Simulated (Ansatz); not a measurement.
In doubt: masses and optical values from hybrid runs of this build are listed as unsure, which bears on the screening that GW takes from such a start.

Rows from a G0W0 calculation on BiB2P (ordered alloy, started on the zincblende lattice) (I-42d) (Ansatz 0.2.0; G0W0 on HSE06, plane waves, PAW; 4×4×4 mesh, 194 empty bands, screening to 78 eV), in eV. Spin-orbit coupling is left out.

```
row                       k  band   start       Σx  Σc at the solution      Vxc
  A  (0.250, 0.250, -0.250)    c1  11.063   -8.426              -3.422  -12.008
  B  (0.250, 0.250, -0.250)    v1   8.930  -15.144               1.241  -14.016
  C                       Γ    v1   9.956  -15.050               1.082  -14.076
  D  (0.250, 0.250, -0.250)    c2  12.343   -7.625              -3.864  -11.562
  E                       Γ    c2  11.605   -7.963              -3.624  -11.649
  F                       Γ    c1  11.206   -8.068              -3.557  -11.773
```

**Question.** Work out each quasiparticle level and how far it moved.

The quasiparticle equation reads E = start + Σx + Σc(E) − Vxc.

```
row  E (eV)  shift (eV)
  A  11.223      +0.160
  B   9.043      +0.113
  C  10.063      +0.107
  D  12.416      +0.073
  E  11.667      +0.062
  F  11.354      +0.148
```

The gap over the computed points goes from 1.11 eV to 1.16 eV.

Limits: not at the basis limit; no spin-orbit coupling.

[Paths, hosts, dates, memory and timing lines, banners, echoed tables and standing remarks are left out of the program output.]

[Logs are printed without paths, hosts, clocks, repeated set-up lines and the standing remarks that a program may print on its own settings, such as how far it seeks lower states.]

[Runs of the session that timed out or met a known fault of the program may be left out.]

[Cells called generated may have been cut or substituted from an entry of the Crystallography Open Database or the Materials Project.]

[Hosts, paths, dates, database ids (printed as entryN), source tags and the programs' standing remarks are cut or masked in the printed files.]
